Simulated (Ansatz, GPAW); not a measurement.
# 1T-SbSBr under 1T-SrClBr, AA' in an electric field

How does 1T-SbSBr under 1T-SrClBr, AA' screen a perpendicular field?

Main program and level: GPAW 26.7.0 and Ansatz 0.2.0; Ansatz plane waves; layer without images along its normal, relaxation of atoms and in-plane cell, with D3(BJ) dispersion, in the first sound run; inputs show where later runs differ.

## Step 1: The starting structure

The cell holds 6 atoms: 2 Br, 1 Sb, 1 S, 1 Sr and 1 Cl. Cell: a = 4.095 Å, b = 4.095 Å, c = 25.472 Å, α = 90.0°, β = 90.0°, γ = 120.0°. Regions: layer 1: 1T-SbSBr, 3 atoms (1 Br, 1 Sb and 1 S); layer 2: 1T-SrClBr, 3 atoms (1 Br, 1 Sr and 1 Cl). Vacuum lies along c.

Coordinates:

```cif
data_structure
_symmetry_space_group_name_H-M 'P 1'
_symmetry_Int_Tables_number 1
_cell_length_a 4.0947
_cell_length_b 4.0947
_cell_length_c 25.4719
_cell_angle_alpha 90.000
_cell_angle_beta 90.000
_cell_angle_gamma 120.000
_cell_volume 369.86
loop_
_atom_site_label
_atom_site_type_symbol
_atom_site_fract_x
_atom_site_fract_y
_atom_site_fract_z
_atom_site_occupancy
Br1 Br 0.66667 0.33333 0.31407 1
Sb2 Sb 0.00000 0.00000 0.37655 1
S3 S 0.33333 0.66667 0.42407 1
Br4 Br 0.66667 0.33333 0.54577 1
Sr5 Sr 0.33333 0.66667 0.62175 1
Cl6 Cl 0.00000 0.00000 0.68593 1
```

## Step 2: Relaxation

Forces are removed first; all later runs use this geometry.

File input.yaml:

```yaml
crystal:
  lattice:
    - [4.0947075, 0.0, 0.0]
    - [-2.04735375, 3.5461207161, 0.0]
    - [0.0, 0.0, 25.4718764251]
  atoms:
    - { symbol: Br, position: [0.6666666667, 0.3333333333, 0.3140718754] }
    - { symbol: Sb, position: [0.0, 0.0, 0.3765451376] }
    - { symbol: S, position: [0.3333333333, 0.6666666667, 0.4240658986] }
    - { symbol: Br, position: [0.6666666667, 0.3333333333, 0.5457687504] }
    - { symbol: Sr, position: [0.3333333333, 0.6666666667, 0.6217519288] }
    - { symbol: Cl, position: [0.0, 0.0, 0.6859281246] }
  periodic: [true, true, false]
kpoints:
  mp_grid: { grid: [9, 9, 1] }
hamiltonian:
  xc: pbe
  dispersion: d3bj
scf:
  occupations: { method: fermi_dirac, width: 0.05 }
relax:
  f_tol: 0.01
  max_steps: 90
  cell: {}
```

Command:

```
$ ansatz run input.yaml --threads 4 --pin off --max-ram 8192MiB --backend cpu --events-out ev --progress --plain --runs-dir out
```

Numbers of over 12 decimals in the logs are rounded to 6 here.

The program printed:

```text
Warning: crystal.periodic: the lattice vector that does not repeat stood 0.000° off the slab's normal, 25.472 Å along it as the deck builds it. The run solves the slab on a vector along the normal, 42.744 Å long, with every atom where it was (on the deck's vector they left 16.00 Å outside them, and the widest stretch free of ions among them is 3.10 Å). A fractional position that the run reports is one of the run's ce [...]
crystal.periodic: the lattice vector that does not repeat stood 0.000° off the slab's normal, 25.472 Å along it as the deck builds it. The run solves the slab on a vector along the normal, 42.744 Å long, with every atom where it was (on the deck's vector they left 16.00 Å outside them, and the widest stretch free of ions among them is 3.10 Å). A fractional position that the run reports is one of the run's cell, which [...]
Engine: ansatz 0.2.0, x86_64-unknown-linux-gnu
Pseudopotentials: kind: paw
Pseudopotential: Br, paw, valence charge 7, recommended cutoff 420 eV (normal), Br.paw.azcp
Pseudopotential: Sb, paw, valence charge 15, recommended cutoff 420 eV (normal), Sb.paw.azcp
Pseudopotential: S, paw, valence charge 6, recommended cutoff 420 eV (normal), S.paw.azcp
Pseudopotential: Sr, paw, valence charge 10, recommended cutoff 420 eV (normal), Sr.paw.azcp
Pseudopotential: Cl, paw, valence charge 7, recommended cutoff 420 eV (normal), Cl.paw.azcp
Functional definition: PBE
  parameter kappa = 0.804
  parameter beta = 0.066725
  exchange = pbe_x(kappa = kappa, mu = beta*pi^2/3)
  correlation = pbe_c(beta = beta)
Crystal: 6 atoms, lattice volume = 620.653 Å³
Basis set: ecut = 420 eV, 12059 PW (Γ), exchange–correlation on 60×60×576 points (8 copies of the dense FFT grid, shifted against one another)
Bands: 32, of which v1, the nominal top of the filled ones, is band 26 counted from 1 (25 counted from 0)
Symmetry: 6 space group operations
Space group: P3m1 (ITA 156), of the structure as read, at distance tolerance 8.5e-5 Å
k-points: 12 of 81 (time reversal used)
Non-local potential: Br, projectors of the file, l = 0: 2, l = 1: 2, l = 2: 2
Non-local potential: Sb, projectors of the file, l = 0: 2, l = 1: 2, l = 2: 2, l = 3: 2
Non-local potential: S, projectors of the file, l = 0: 2, l = 1: 2, l = 2: 2
Non-local potential: Sr, projectors of the file, l = 0: 3, l = 1: 2, l = 2: 2
Non-local potential: Cl, projectors of the file, l = 0: 2, l = 1: 2, l = 2: 2
PAW form: soft (Blöchl's): semilocal exchange-correlation on the pseudo side does not see the compensation charge
PAW one-centre angular grid: Br, 110 points (default); XC on 64 Gauss nodes
PAW one-centre angular grid: Sb, 590 points (default); XC on 64 Gauss nodes
PAW one-centre angular grid: S, 110 points (default); XC on 64 Gauss nodes
PAW one-centre angular grid: Sr, 110 points (default); XC on 64 Gauss nodes
PAW one-centre angular grid: Cl, 110 points (default); XC on 64 Gauss nodes
Initial density: superposition of atomic densities (neutral atoms: chi_scale 0, normalization atom), corrected by the library's trained network
Initial wavefunctions: pseudopotential atomic-orbital guess
Functional: x = pbe(κ = 0.804, μ = 0.219515), c = pbe(β = 0.066725)
SCF iter   1: F=—  HF=-17585.454052 eV  |F-HF|=—  |Δ(HF+E_count)|=         —  Δρ=8.31e-4  dr2=2.64e-2  ethr=1.77e-3  ⟨swp⟩=21.2  Hψ=3519  notcnv=0  defer=1
preconditioner: auto → Resta (q_TF=auto, 1.805 Å⁻¹)  ε∞=1.7  [insulator: Δε(μ)=0.726 eV  Ē_g=11.207 eV  σ=0.050 eV  W_gap=1.00  n_scr=54 (ndim 8)  ℏωp=9.4 eV  f_vac=0.698  D(μ)=0.00/eV (n_scr^D=0)  ε∞_Penn≈1.7  vacuum switching on, ρ_ref=9.1e-3 e/Å³]
SCF iter   2: F=—  HF=-17585.458740 eV  |F-HF|=—  |Δ(HF+E_count)|=   4.69e-3  Δρ=9.82e-4  dr2=4.24e-2  ethr=5.07e-5  ⟨swp⟩=4.0  Hψ=1162  notcnv=0  defer=13
SCF iter   3: F=—  HF=-17585.455676 eV  |F-HF|=—  |Δ(HF+E_count)|=   3.06e-3  Δρ=5.32e-4  dr2=1.12e-2  ethr=5.07e-5  ⟨swp⟩=2.6  Hψ=540  notcnv=0  defer=13
SCF iter   4: F=—  HF=-17585.454895 eV  |F-HF|=—  |Δ(HF+E_count)|=   7.81e-4  Δρ=1.91e-4  dr2=6.89e-4  ethr=2.16e-5  ⟨swp⟩=1.8  Hψ=417  notcnv=0  defer=13
SCF iter   5: F=—  HF=-17585.455088 eV  |F-HF|=—  |Δ(HF+E_count)|=   1.93e-4  Δρ=6.28e-5  dr2=3.47e-5  ethr=1.33e-6  ⟨swp⟩=3.1  Hψ=678  notcnv=0  defer=13
SCF iter   6: F=—  HF=-17585.455270 eV  |F-HF|=—  |Δ(HF+E_count)|=   1.82e-4  Δρ=2.28e-5  dr2=9.48e-6  ethr=6.68e-8  ⟨swp⟩=2.8  Hψ=788  notcnv=0  defer=13
SCF iter   7: F=—  HF=-17585.455270 eV  |F-HF|=—  |Δ(HF+E_count)|=   3.95e-7  Δρ=7.64e-6  dr2=6.55e-7  ethr=1.82e-8  ⟨swp⟩=3.0  Hψ=693  notcnv=0  defer=13
SCF iter   8: F=-17585.455270 eV  HF=-17585.455270 eV  |F-HF|=1.28e-8  |Δ(HF+E_count)|=   4.52e-8  Δρ=2.30e-6  dr2=6.28e-8  ethr=1.92e-10  ⟨swp⟩=5.6  Hψ=2308  notcnv=0
SCF 1 converged in 8 iterations: F = -17585.455270 eV  dr2 = 6.28e-8
  greatest PAW one-centre occupation: 0.996 electrons in one spin orbital (limit 2), on the Sb atom at site 1 (counted from 0), in its partial waves of l = 2
relax step   1: F+E_penalty+E_count = -17585.45526967 eV  Δ(F+E_penalty+E_count) = +0.000e0 eV  max|allowed force component| = 1.459e0 eV/Å  Δτ_max = 0.0000 Å  P = +2.827 N/m  Ω = 620.653 Å³  fix = [c, alpha, beta]  reactions: c +0.000 N/m  (8 SCF iters, dr2 threshold 1.00e-7 eV, accepted)
Crystal: 6 atoms, lattice volume = 626.771 Å³
Basis set: ecut = 420 eV, 12095 PW (Γ), exchange–correlation on 60×60×576 points (8 copies of the dense FFT grid, shifted against one another)
Initial density: handed on by an earlier stage of this run
Initial wavefunctions: those handed on with the density
iter 1 solved again at ethr=7.16e-4 eV; its pass at ethr=3.10e-3 eV (dr2=3.72e-1 eV) is discarded
SCF iter   1: F=—  HF=-17585.780035 eV  |F-HF|=—  |Δ(HF+E_count)|=         —  Δρ=2.77e-3  dr2=3.99e-1  ethr=7.16e-4  ⟨swp⟩=1.9  Hψ=2857  notcnv=0
eigensolver tolerance schedule calibrated: the retry pair's looser diagonalisation under-reported the residual by θ = 0.07 (0.10/decade); ethr = c·dr2/N_el runs at the constant in force after the calibration composes with the one it found (an armed cap, an earlier calibration), c = 9.2e-2
preconditioner: auto → Resta (q_TF=auto, 1.802 Å⁻¹)  ε∞=1.7  [insulator: Δε(μ)=1.114 eV  Ē_g=11.046 eV  σ=0.050 eV  W_gap=1.00  n_scr=54 (ndim 8)  ℏωp=9.4 eV  f_vac=0.695  D(μ)=0.00/eV (n_scr^D=0)  ε∞_Penn≈1.7  vacuum switching on, ρ_ref=8.8e-3 e/Å³]
SCF iter   2: F=—  HF=-17585.874536 eV  |F-HF|=—  |Δ(HF+E_count)|=   9.45e-2  Δρ=5.38e-3  dr2=1.57e0  ethr=7.05e-4  ⟨swp⟩=4.5  Hψ=893  notcnv=0  defer=5  recentre
[...]
Crystal: 6 atoms, lattice volume = 631.997 Å³
Basis set: ecut = 420 eV, 12203 PW (Γ), exchange–correlation on 60×60×576 points (8 copies of the dense FFT grid, shifted against one another)
iter 1 solved again at ethr=3.14e-5 eV; its pass at ethr=3.10e-3 eV (dr2=1.63e-2 eV) is discarded
SCF iter   1: F=—  HF=-17585.740554 eV  |F-HF|=—  |Δ(HF+E_count)|=         —  Δρ=1.24e-3  dr2=1.83e-2  ethr=3.14e-5  ⟨swp⟩=2.9  Hψ=3039  notcnv=0
preconditioner: auto → Resta (q_TF=auto, 1.799 Å⁻¹)  ε∞=1.7  [insulator: Δε(μ)=1.205 eV  Ē_g=11.018 eV  σ=0.050 eV  W_gap=1.00  n_scr=54 (ndim 8)  ℏωp=9.3 eV  f_vac=0.699  D(μ)=0.00/eV (n_scr^D=0)  ε∞_Penn≈1.7  vacuum switching on, ρ_ref=8.8e-3 e/Å³]
SCF iter   2: F=—  HF=-17585.737012 eV  |F-HF|=—  |Δ(HF+E_count)|=   3.54e-3  Δρ=6.42e-4  dr2=2.83e-3  ethr=3.14e-5  ⟨swp⟩=2.9  Hψ=654  notcnv=0
SCF iter   3: F=—  HF=-17585.737547 eV  |F-HF|=—  |Δ(HF+E_count)|=   5.34e-4  Δρ=3.85e-4  dr2=6.75e-3  ethr=5.44e-6  ⟨swp⟩=2.8  Hψ=692  notcnv=0  recentre
SCF iter   4: F=—  HF=-17585.737029 eV  |F-HF|=—  |Δ(HF+E_count)|=   5.18e-4  Δρ=2.71e-4  dr2=1.26e-3  ethr=5.44e-6  ⟨swp⟩=2.2  Hψ=486  notcnv=0
SCF iter   5: F=—  HF=-17585.736981 eV  |F-HF|=—  |Δ(HF+E_count)|=   4.82e-5  Δρ=4.00e-5  dr2=7.69e-6  ethr=2.41e-6  ⟨swp⟩=1.7  Hψ=485  notcnv=0
SCF iter   6: F=—  HF=-17585.737156 eV  |F-HF|=—  |Δ(HF+E_count)|=   1.75e-4  Δρ=2.32e-5  dr2=3.82e-6  ethr=1.48e-8  ⟨swp⟩=3.2  Hψ=913  notcnv=0
SCF iter   7: F=-17585.737156 eV  HF=-17585.737156 eV  |F-HF|=9.51e-8  |Δ(HF+E_count)|=   6.52e-8  Δρ=4.12e-6  dr2=2.17e-7  ethr=1.15e-9  ⟨swp⟩=5.0  Hψ=2107  notcnv=0
SCF 3 converged in 7 iterations: F = -17585.737156 eV  dr2 = 2.17e-7
relax step   3: F+E_penalty+E_count = -17585.73715576 eV  Δ(F+E_penalty+E_count) = -1.018e-2 eV  max|allowed force component| = 4.944e-2 eV/Å  Δτ_max = 0.0986 Å  P = +0.324 N/m  Ω = 631.997 Å³  energy of the carried Pulay correction = -2.418e-4 eV  fix = [c, alpha, beta]  reactions: c +0.000 N/m  (7 SCF iters, dr2 threshold 6.00e-7 eV, accepted)
[...]
relax step   4: F+E_penalty+E_count = -17585.73840374 eV  Δ(F+E_penalty+E_count) = -1.248e-3 eV  max|allowed force component| = 1.486e-2 eV/Å  Δτ_max = 0.0294 Å  P = +0.146 N/m  Ω = 634.599 Å³  energy of the carried Pulay correction = -2.966e-4 eV  fix = [c, alpha, beta]  reactions: c +0.000 N/m  (7 SCF iters, dr2 threshold 1.53e-7 eV, accepted)
[...]
relax step   5: F+E_penalty+E_count = -17585.73856575 eV  Δ(F+E_penalty+E_count) = -1.620e-4 eV  max|allowed force component| = 4.121e-3 eV/Å  Δτ_max = 0.0057 Å  P = -0.016 N/m  Ω = 637.047 Å³  energy of the carried Pulay correction = -3.480e-4 eV  fix = [c, alpha, beta]  reactions: c -0.000 N/m  (7 SCF iters, dr2 threshold 1.40e-8 eV, accepted)
Initial wavefunctions: pseudopotential atomic-orbital guess (no wavefunctions were taken with the density)
iter 1 solved again at ethr=2.25e-6 eV; its pass at ethr=3.10e-3 eV (dr2=1.17e-3 eV) is discarded
SCF iter   1: F=—  HF=-17585.739056 eV  |F-HF|=—  |Δ(HF+E_count)|=         —  Δρ=8.91e-6  dr2=8.92e-8  ethr=2.25e-6  ⟨swp⟩=5.2  Hψ=5119  notcnv=0
eigensolver tolerance schedule: the retry pair's looser diagonalisation over-reported the residual by 13113.15 of it (diagonalisation noise at an unbounded share of the residual, at the tolerance the schedule requests for it); recorded, not acted on — ethr = c·dr2/N_el stays at c = 1.0e-1
preconditioner: auto → Resta (q_TF=auto, 1.797 Å⁻¹)  ε∞=1.7  [insulator: Δε(μ)=1.205 eV  Ē_g=11.006 eV  σ=0.050 eV  W_gap=1.00  n_scr=54 (ndim 8)  ℏωp=9.3 eV  f_vac=0.700  D(μ)=0.00/eV (n_scr^D=0)  ε∞_Penn≈1.7  vacuum switching on, ρ_ref=8.8e-3 e/Å³]
SCF iter   2: F=—  HF=-17585.738867 eV  |F-HF|=—  |Δ(HF+E_count)|=   1.89e-4  Δρ=4.48e-6  dr2=3.95e-8  ethr=1.72e-10  ⟨swp⟩=6.0  Hψ=1640  notcnv=0
SCF iter   3: F=—  HF=-17585.738874 eV  |F-HF|=—  |Δ(HF+E_count)|=   7.32e-6  Δρ=2.44e-6  dr2=1.32e-8  ethr=7.60e-11  ⟨swp⟩=2.5  Hψ=622  notcnv=0
SCF iter   4: F=—  HF=-17585.738878 eV  |F-HF|=—  |Δ(HF+E_count)|=   4.22e-6  Δρ=1.42e-6  dr2=6.19e-8  ethr=2.53e-11  ⟨swp⟩=3.5  Hψ=851  notcnv=0  recentre
SCF iter   5: F=—  HF=-17585.738878 eV  |F-HF|=—  |Δ(HF+E_count)|=   1.99e-8  Δρ=9.57e-7  dr2=3.63e-9  ethr=2.53e-11  ⟨swp⟩=2.2  Hψ=517  notcnv=0
SCF iter   6: F=—  HF=-17585.738880 eV  |F-HF|=—  |Δ(HF+E_count)|=   1.34e-6  Δρ=1.97e-7  dr2=1.52e-10  ethr=6.99e-12  ⟨swp⟩=2.7  Hψ=598  notcnv=0
SCF iter   7: F=-17585.738880 eV  HF=-17585.738880 eV  |F-HF|=5.48e-9  |Δ(HF+E_count)|=   1.24e-7  Δρ=4.49e-8  dr2=8.01e-12  ethr=1.00e-12  ⟨swp⟩=8.8  Hψ=2923  notcnv=0
SCF 6 converged in 7 iterations: F = -17585.738880 eV  dr2 = 8.01e-12
relax step   6: F+E_penalty+E_count = -17585.73887971 eV  Δ(F+E_penalty+E_count) = -3.140e-4 eV  max|allowed force component| = 4.181e-3 eV/Å  Δτ_max = 0.0000 Å  P = -0.018 N/m  Ω = 637.047 Å³  fix = [c, alpha, beta]  reactions: c -0.000 N/m  stress off target by 1.78e-2 N/m on what of the cell is left free  SCF on the basis re-selected at this cell (its energy is not comparable with the rows above)  (7 SCF iters)
basis re-selected at this cell: Δ(F+E_penalty+E_count) = -3.140e-4 eV, ΔP = -0.002 N/m vs the last step (what re-selecting the basis moved, of the pressure what is left beyond the Pulay correction that the steps carried, after the strain that the cell walked since its last selection, with what the two solves' SCF thresholds leave and, on support functions, any second-order correction that the steps lacked; it is no m [...]
SCF converged after 7 iterations
Free energy (F): -17585.738880 eV
Harris-Foulkes:  -17585.738880 eV  (|F-HF|=5.48e-9)
Internal energy: -17585.738879 eV  (E = F + TS)
E sigma→0 (E₀):  -17585.738879 eV
Entropy (-TS):   -0.000001 eV (-0.000 meV/atom)
Fermi energy:    -5.582169 eV
--- Per-component energies (eV) ---
  E_band       = -958.482605
  E_kinetic    = 985.048919
  E_local      = -116494.426304  (includes V_loc(G=0)·N_el)
  E_nonlocal   = 760.372718
  E_hartree    = 57510.142151
  E_xc         = -1044.934820
  E_vxc        = -674.461267  (∫ρ·V_xc dr)
  E_paw        = -13020.258889  (= ΣΔE_a)
  E_vpaw       = -555.301335  (= ΣTr[D̂ρ^β])
  E_aug_tail   = 0.000088  (compensation charges beyond the density's cutoff)
  E_ewald      = 53719.656382
  E_disp       = -1.339124  (pairwise vdW)
  E_smearing   = -0.000001  (= −TS)
  E_closure    = 0.000000  (closes the sum)
  Σ components = -17585.738880   (vs F -17585.738880, Δ=0.00e0)
--- Forces (eV/Å), atoms counted from 1 ---
  atom   1  Br    -0.00000000    -0.00000000    -0.00203000
  atom   2  Sb    -0.00000000    -0.00000000     0.00418071
  atom   3  S      0.00000000     0.00000000     0.00107906
  atom   4  Br     0.00000000     0.00000000    -0.00180916
  atom   5  Sr    -0.00000000    -0.00000000    -0.00058960
  atom   6  Cl    -0.00000000    -0.00000000    -0.00083138
  max |Σ_I F_I| component: 3.74e-7 eV/Å
--- 2D stress c σ (N/m, compression-positive) ---
       -0.017793       0.000000       0.000000
        0.000000      -0.017793       0.000000
        0.000000       0.000000      -0.000000
  P = ½ c Tr σ = -0.0178 N/m
--- Relaxed structure (5 steps of the walk, 5 accepted, 1 SCFs on fresh bases) ---
  F+E_penalty+E_count = -17585.73887971 eV   max|allowed force component| = 4.181e-3 eV/Å   (the final SCF, on the basis selected at the relaxed cell)
  cell:  # Å, volume = 637.0472 Å³
    - [4.148434, 0.0, 0]
    - [-2.074217, 3.592649, 0]
    - [0, 0, 42.743753]
  atoms:
    - { symbol: Br, position: [0.666667, 0.333333, 0.184482] }
    - { symbol: Sb, position: [5.096320325994445e-18, 0, 0.227689] }
    - { symbol: S, position: [0.333333, 0.666667, 0.257525] }
    - { symbol: Br, position: [0.666667, 0.333333, 0.326424] }
    - { symbol: Sr, position: [0.333333, 0.666667, 0.368201] }
    - { symbol: Cl, position: [-6.659391869263197e-18, 0, 0.404449] }
```

It took 20 s on 4 threads of Intel Xeon 6975P-C (Granite Rapids), shared host; peak memory 1.1 GiB; 74 s of CPU time.

The steps of the relaxation:

```tsv
step	energy less that of the first step (eV)	largest force component (eV/Å)	volume (Å³)
1	0.0000	1.4589	620.65
2	-0.2717	0.1540	626.77
3	-0.2819	0.0494	632.00
4	-0.2831	0.0149	634.60
5	-0.2833	0.0041	637.05
6*	-0.2836	0.0042	637.05
```

Relaxation steps marked * repeat the geometry before them on a plane-wave basis chosen anew for their cell, so energy and pressure can jump there.

Forces are held to the 6 operations that the run works with; a distortion that breaks them can't arise in this run.

```tsv
cell as run	before	after	change
a (Å)	4.095	4.148	+1.3 %
b (Å)	4.095	4.148	+1.3 %
```

The atoms that moved most (Å, along periodic axes as changes of fractional coordinates times the final cell, across vacuum about the mean position):

```tsv
atom	dx	dy	dz	length
S3	0.000	0.000	0.206	0.206
Cl6	0.000	0.000	-0.184	0.184
Sb2	0.000	0.000	0.141	0.141
Br1	0.000	0.000	-0.115	0.115
Sr5	0.000	0.000	-0.099	0.099
Br4	0.000	0.000	0.051	0.051
```

Final coordinates:

```xyz
6
Lattice="4.1484 0.0000 0.0000 -2.0742 3.5926 0.0000 0.0000 0.0000 42.7438" Properties=species:S:1:pos:R:3
Br    2.0742    1.1975    7.8855
Sb    0.0000    0.0000    9.7323
S     0.0000    2.3951   11.0076
Br    2.0742    1.1975   13.9526
Sr    0.0000    2.3951   15.7383
Cl    0.0000    0.0000   17.2877
```

Numbers from this step:

* free energy: -17585.7389 eV
* gap by band count: 1.205 eV
* symmetry operations: 6

The relaxation lowered the energy of the cell by 0.284 eV.

[end of part 1 of 2]

[Logs are printed without paths, hosts, clocks, repeated set-up lines and the standing remarks that a program may print on its own settings, such as how far it seeks lower states.]

[Hosts, paths, dates, database ids (printed as entryN), source tags and the programs' standing remarks are cut or masked in the printed files.]
